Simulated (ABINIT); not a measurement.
# AlGaN2 (P-4m2): G0W0 with ABINIT, start to end

Wanted: ground state, empty states, screening and self-energy for AlGaN2 (P-4m2).

Calculated with ABINIT 10.8.3; LDA and many-body steps on it, plane waves.

Report form: the programs' logs are mostly left out.

## Step 1: Set-up

It takes space group P-4m2 (No. 115, tetragonal). The conventional cell has a = 3.141 Å, b = 3.141 Å, c = 4.424 Å, α = 90.00°, β = 90.00°, γ = 90.00°. Al has 4 N at 1.89 Å nearest. Nearest to Ga lie 4 N at 1.95 Å. Nearest to N lie 2 Al at 1.89 Å and 2 Ga at 1.95 Å. Farther neighbours and most contacts between anions are not listed.

The cell and positions are those that the Materials Project relaxed with its own functionals (PBE, PBE+U or r2SCAN), kept fixed.

## Step 2: Ground state

This step: ABINIT 10.8.3; DFT, LDA, plane waves, norm-conserving pseudopotentials.

The ground-state density comes first.

run.abi reads:

```
acell 3*1.0 Angstrom
rprim 
  3.140877048700 0.000000000000 0.000000000000
  0.000000000000 3.140877048700 0.000000000000
  0.000000000000 0.000000000000 4.423837940000
ntypat 3
znucl 13 31 7
natom 4
typat 1 2 3 3
xred 
  0.500000000000 0.500000000000 0.500000000000
  0.000000000000 0.000000000000 0.000000000000
  0.500000000000 0.000000000000 0.738264810000
  0.000000000000 0.500000000000 0.261735190000
pp_dirpath "pseudos"
pseudos "Al.upf, Ga.upf, N.upf"
ecut 45
ngkpt 6 6 6
nshiftk 1
shiftk 0 0 0
kptopt 1
chksymbreak 0
nband 23
occopt 1
tolvrs 1e-10
nstep 60
prtwf 0
optforces 0
optstress 0
indata_prefix "in"
outdata_prefix "out"
tmpdata_prefix "tmp"
```

Launch:

```
$ OMP_NUM_THREADS=1 mpirun -n 4 abinit run.abi > log
```

Elapsed: 44 s, on 4 MPI ranks of Arm Neoverse V1, shared host; peak memory 0.34 GiB; 2.9 min of CPU time.

Numbers from this step:

```yaml
total_energy: -7379.4837 eV
gap: 2.872 eV
k_of_the_valence_top: 0, 0, 0
k_of_the_conduction_bottom: 0, 0, 0
least_direct_gap: 2.872 eV
```

The gap is direct, at Γ.

## Step 3: Bands along the symmetry lines

Levels along a band path, at the cheap level, show where the edges lie and whether the meshes to come will hold them.

run.abi reads:

```
acell 3*1.0 Angstrom
rprim 
  3.140877048700 0.000000000000 0.000000000000
  0.000000000000 3.140877048700 0.000000000000
  0.000000000000 0.000000000000 4.423837940000
ntypat 3
znucl 13 31 7
natom 4
typat 1 2 3 3
xred 
  0.500000000000 0.500000000000 0.500000000000
  0.000000000000 0.000000000000 0.000000000000
  0.500000000000 0.000000000000 0.738264810000
  0.000000000000 0.500000000000 0.261735190000
pp_dirpath "pseudos"
pseudos "Al.upf, Ga.upf, N.upf"
ecut 45
iscf -2
irdden 1
kptopt 0
nkpt 75
kpt 
  0.00000000 0.00000000 0.00000000
  0.00000000 0.06250000 0.00000000
  0.00000000 0.12500000 0.00000000
  0.00000000 0.18750000 0.00000000
  0.00000000 0.25000000 0.00000000
  0.00000000 0.31250000 0.00000000
  0.00000000 0.37500000 0.00000000
  0.00000000 0.43750000 0.00000000
  0.00000000 0.50000000 0.00000000
  0.06250000 0.50000000 0.00000000
  0.12500000 0.50000000 0.00000000
  0.18750000 0.50000000 0.00000000
  0.25000000 0.50000000 0.00000000
  0.31250000 0.50000000 0.00000000
  0.37500000 0.50000000 0.00000000
  0.43750000 0.50000000 0.00000000
  0.50000000 0.50000000 0.00000000
  0.43750000 0.43750000 0.00000000
  0.37500000 0.37500000 0.00000000
  0.31250000 0.31250000 0.00000000
  0.25000000 0.25000000 0.00000000
  0.18750000 0.18750000 0.00000000
  0.12500000 0.12500000 0.00000000
  0.06250000 0.06250000 0.00000000
  0.00000000 0.00000000 0.00000000
  0.00000000 0.00000000 0.06250000
  0.00000000 0.00000000 0.12500000
  0.00000000 0.00000000 0.18750000
  0.00000000 0.00000000 0.25000000
  0.00000000 0.00000000 0.31250000
  0.00000000 0.00000000 0.37500000
  0.00000000 0.00000000 0.43750000
  0.00000000 0.00000000 0.50000000
  0.00000000 0.06250000 0.50000000
  0.00000000 0.12500000 0.50000000
  0.00000000 0.18750000 0.50000000
  0.00000000 0.25000000 0.50000000
  0.00000000 0.31250000 0.50000000
  0.00000000 0.37500000 0.50000000
  0.00000000 0.43750000 0.50000000
  0.00000000 0.50000000 0.50000000
  0.06250000 0.50000000 0.50000000
  0.12500000 0.50000000 0.50000000
  0.18750000 0.50000000 0.50000000
  0.25000000 0.50000000 0.50000000
  0.31250000 0.50000000 0.50000000
  0.37500000 0.50000000 0.50000000
  0.43750000 0.50000000 0.50000000
  0.50000000 0.50000000 0.50000000
  0.43750000 0.43750000 0.50000000
  0.37500000 0.37500000 0.50000000
  0.31250000 0.31250000 0.50000000
  0.25000000 0.25000000 0.50000000
  0.18750000 0.18750000 0.50000000
  0.12500000 0.12500000 0.50000000
  0.06250000 0.06250000 0.50000000
  0.00000000 0.00000000 0.50000000
  0.00000000 0.50000000 0.00000000
  0.00000000 0.50000000 0.06250000
  0.00000000 0.50000000 0.12500000
  0.00000000 0.50000000 0.18750000
  0.00000000 0.50000000 0.25000000
  0.00000000 0.50000000 0.31250000
  0.00000000 0.50000000 0.37500000
  0.00000000 0.50000000 0.43750000
  0.00000000 0.50000000 0.50000000
  0.50000000 0.50000000 0.00000000
  0.50000000 0.50000000 0.06250000
  0.50000000 0.50000000 0.12500000
  0.50000000 0.50000000 0.18750000
  0.50000000 0.50000000 0.25000000
  0.50000000 0.50000000 0.31250000
  0.50000000 0.50000000 0.37500000
  0.50000000 0.50000000 0.43750000
  0.50000000 0.50000000 0.50000000
istwfk *1
nband 24
nbdbuf 2
tolwfr 1e-08
nstep 40
prtwf 0
prtvol 0
indata_prefix "in"
outdata_prefix "out"
tmpdata_prefix "tmp"
```

It took 46 s on 4 MPI ranks; peak memory 0.37 GiB.

This step gave:

| Quantity | Value |
| --- | --- |
| gap | 2.872 eV |
| k of the valence top | 0, 0, 0 |
| k of the conduction bottom | 0, 0, 0 |
| least direct gap | 2.872 eV |

The gap is 2.872 eV, as in the run before at this level.

The electronic bands at the labelled points (eV, zero at the top of the highest filled band):

| point | band 14 | band 15 | band 16 | band 17 | band 18 | band 19 | band 20 | band 21 |
| --- | --- | --- | --- | --- | --- | --- | --- | --- |
| Γ | -2.34 | -0.24 | 0.00 | 0.00 | 2.87 | 3.53 | 7.47 | 11.10 |
| halfway | -2.39 | -1.87 | -0.94 | -0.14 | 4.68 | 5.26 | 8.53 | 10.39 |
| X | -2.96 | -2.91 | -0.99 | -0.69 | 7.00 | 7.07 | 7.96 | 8.29 |
| halfway | -2.64 | -2.62 | -2.09 | -2.08 | 4.98 | 5.20 | 7.42 | 9.72 |
| M | -2.29 | -2.27 | -2.27 | -2.27 | 3.27 | 3.27 | 6.16 | 8.64 |
| halfway | -3.24 | -3.00 | -1.30 | -1.23 | 5.15 | 6.04 | 7.92 | 10.70 |
| Γ | -2.34 | -0.24 | 0.00 | 0.00 | 2.87 | 3.53 | 7.47 | 11.10 |
| halfway | -2.07 | -1.31 | -0.39 | -0.39 | 3.89 | 4.42 | 7.77 | 10.04 |
| Z | -1.56 | -1.56 | -1.01 | -1.01 | 5.21 | 5.34 | 7.78 | 9.10 |
| halfway | -1.28 | -1.21 | -0.98 | -0.80 | 5.70 | 6.39 | 8.15 | 9.38 |
| R | -0.97 | -0.87 | -0.62 | -0.57 | 5.10 | 6.49 | 9.08 | 9.36 |
| halfway | -2.81 | -2.60 | -1.49 | -1.43 | 6.81 | 7.03 | 7.08 | 8.43 |
| A | -4.00 | -3.27 | -3.25 | -3.25 | 6.13 | 6.13 | 8.64 | 10.73 |
| halfway | -2.98 | -2.90 | -0.96 | -0.63 | 6.83 | 7.45 | 7.59 | 8.51 |
| Z | -1.56 | -1.56 | -1.01 | -1.01 | 5.21 | 5.34 | 7.78 | 9.10 |
| jump to X | -2.96 | -2.91 | -0.99 | -0.69 | 7.00 | 7.07 | 7.96 | 8.29 |
| halfway | -1.71 | -1.65 | -0.98 | -0.63 | 6.00 | 7.01 | 8.19 | 8.38 |
| R | -0.97 | -0.87 | -0.62 | -0.57 | 5.10 | 6.49 | 9.08 | 9.36 |
| jump to M | -2.29 | -2.27 | -2.27 | -2.27 | 3.27 | 3.27 | 6.16 | 8.64 |
| halfway | -3.06 | -2.81 | -2.81 | -2.71 | 4.53 | 4.53 | 7.30 | 9.46 |
| A | -4.00 | -3.27 | -3.25 | -3.25 | 6.13 | 6.13 | 8.64 | 10.73 |

## Step 4: Empty states on the mesh, 4×4×2 mesh, 49 bands

The sums over transitions need many empty states on a uniform mesh; this step solves for them.

run.abi reads:

```
acell 3*1.0 Angstrom
rprim 
  3.140877048700 0.000000000000 0.000000000000
  0.000000000000 3.140877048700 0.000000000000
  0.000000000000 0.000000000000 4.423837940000
ntypat 3
znucl 13 31 7
natom 4
typat 1 2 3 3
xred 
  0.500000000000 0.500000000000 0.500000000000
  0.000000000000 0.000000000000 0.000000000000
  0.500000000000 0.000000000000 0.738264810000
  0.000000000000 0.500000000000 0.261735190000
pp_dirpath "pseudos"
pseudos "Al.upf, Ga.upf, N.upf"
ecut 45
ngkpt 4 4 2
nshiftk 1
shiftk 0 0 0
kptopt 1
chksymbreak 0
iscf -2
irdden 1
istwfk *1
nband 49
nbdbuf 4
tolwfr 1e-09
nstep 60
prtvol 0
indata_prefix "in"
outdata_prefix "out"
tmpdata_prefix "tmp"
```

Run time: 16 s. Hardware: 4 MPI ranks; peak memory 0.29 GiB; 62 s of CPU time.

Numbers from this step:

| Item | Value |
| --- | --- |
| gap | 2.872 eV |
| k of the valence top | 0, 0, 0 |
| k of the conduction bottom | 0, 0, 0 |
| least direct gap | 2.872 eV |
| k points computed | 12 |
| lowest point of the top converged band, above the valence top | 34.00 eV |

On this mesh the gap is 2.872 eV.

## Step 5: Screening, 4×4×2 mesh, 45 bands, screening to 106.1 eV

The RPA dielectric matrix is built and inverted for each q.

This step: RPA screening on LDA, plane waves, norm-conserving pseudopotentials.

Edit run.abi of step 4 so:

```diff
@@ -22,10 +22,11 @@
 chksymbreak 0
-iscf -2
-irdden 1
 istwfk *1
-nband 49
-nbdbuf 4
-tolwfr 1e-09
-nstep 60
-prtvol 0
+occopt 1
+irdwfk 1
+optdriver 3
+nband 45
+ecuteps 3.9
+inclvkb 2
+awtr 1
+symchi 1
 indata_prefix "in"
```

Run time: 16 s. Hardware: 4 MPI ranks; peak memory 0.73 GiB; 65 s of CPU time.

Numbers from this step:

* ε∞ with local fields, on this mesh, along the program's q direction: 5.437
* the same without local fields: 5.881
* plasma frequency: 32.78 eV
* plane waves in the screening matrix: 107

Local fields lower ε∞ by 8 %. On a Γ-centred mesh this coarse the value itself is usually too large, while a short band sum pulls it down.

## Step 6: Self-energy, 4×4×2 mesh, 45 bands, screening to 106.1 eV

The self-energy is evaluated for the states that the input lists, and the levels follow from it, in one-shot runs by the linearised quasiparticle equation.

This step: G0W0 on LDA, plane waves, norm-conserving pseudopotentials.

Edit run.abi of step 5 so:

```diff
@@ -25,8 +25,15 @@
 irdwfk 1
-optdriver 3
+optdriver 4
 nband 45
+gwcalctyp 0
+ecutsigx 45
+symsigma 1
+nkptgw 1
+kptgw 
+  0.0000000000 0.0000000000 0.0000000000
+bdgw 
+  16 19
 ecuteps 3.9
-inclvkb 2
-awtr 1
-symchi 1
+irdscr 1
+ppmodel 1
 indata_prefix "in"
```

The job ended after 4 s (4 MPI ranks; peak memory 0.34 GiB).

Numbers from this step:

* G0W0 gap on the points computed: 4.171 eV
* starting gap on the mesh: 2.872 eV
* k of the valence top: 0, 0, 0
* k of the conduction bottom: 0, 0, 0
* Z at the valence top: 0.795
* Z at the conduction bottom: 0.82
* least direct G0W0 gap on the computed points: 4.171 eV

The gap on the mesh goes from 2.87 eV to 4.17 eV, a correction of +1.30 eV.

Limits: finite bands, cutoff and mesh; no spin-orbit coupling; coarse k mesh. v1 is the top filled band, c1 the lowest empty one. The levels before and after the correction (eV, zero at the valence-band top of each column):

|  | conduction bottom | valence top |
| --- | --- | --- |
| Kohn-Sham | 2.87 | 0.00 |
| G0W0 | 4.17 | 0.00 |

|  | level | energy (eV) |
| --- | --- | --- |
| Kohn-Sham | Γ v2-v1 | 0.000 |
| Kohn-Sham | Γ c1 | 2.872 |
| Kohn-Sham | Γ c2 | 3.531 |
| G0W0 | Γ v2-v1 | 0.000 |
| G0W0 | Γ c1 | 4.171 |
| G0W0 | Γ c2 | 4.606 |

## Step 7: Where the time went

Times are wall times on 4 MPI ranks of Arm Neoverse V1, shared host, good to a factor of about two.

| step | time | share | memory (GiB) |
| --- | --- | --- | --- |
| ground state | 44 s | 35 % | 0.34 |
| bands along the symmetry lines | 46 s | 36 % | 0.37 |
| empty states on the mesh | 16 s | 12 % | 0.29 |
| screening | 16 s | 13 % | 0.73 |
| self-energy | 4 s | 3 % | 0.34 |

## Step 8: What came out

- LDA gap: 2.87 eV, direct
- G0W0 gap on the mesh: 4.17 eV
- GW settings: 4×4×2 mesh, 45 bands, screening to 106.1 eV, Godby-Needs plasmon pole
- known limits: not at the basis limit; no spin-orbit coupling; coarse k mesh

What this shows: G0W0 moves the gap on the mesh from 2.87 eV to 4.17 eV (+1.30 eV), with Z of 0.80 and 0.82 at the edges. Local fields lower the RPA ε∞ on this mesh from 5.88 to 5.44; a Γ-centred mesh this coarse tends to raise both, most where the direct gap is narrow, while a short band sum lowers them. Only 1 of the mesh's irreducible points was corrected, so a valley elsewhere could overtake. Bands and cutoff are finite, so the gap is not at the basis limit. The miss can reach some tenths of an eV and take either sign; the mesh is an error of its own. In the G0W0 run levels were corrected at 1 k point alone, so a gap called «on the mesh» is the least over those, and an edge elsewhere would be missed. The 4×4×2 mesh is coarse for this cell, which bears on the long-range parts of exchange and screening. The many-body steps are scalar-relativistic: spin-orbit coupling is not in them.

[Paths, hosts, dates, memory and timing lines, banners, echoed tables and standing remarks are left out of the program output.]

[Logs are printed without paths, hosts, clocks, repeated set-up lines and the standing remarks that a program may print on its own settings, such as how far it seeks lower states.]

[Runs of the session that timed out or met a known fault of the program may be left out.]

[Hosts, paths, dates, database ids (printed as entryN), source tags and the programs' standing remarks are cut or masked in the printed files.]

[G0W0 gaps are taken among the corrected bands and points alone; a level outside them can change the order at an edge.]

[Where Ansatz stands beside ABINIT at settings called matched, ABINIT's density can come from a denser mesh and the files from another edition; pairs whose starting gaps differed by over 0.03 eV were left out, so agreement reads better than it is.]
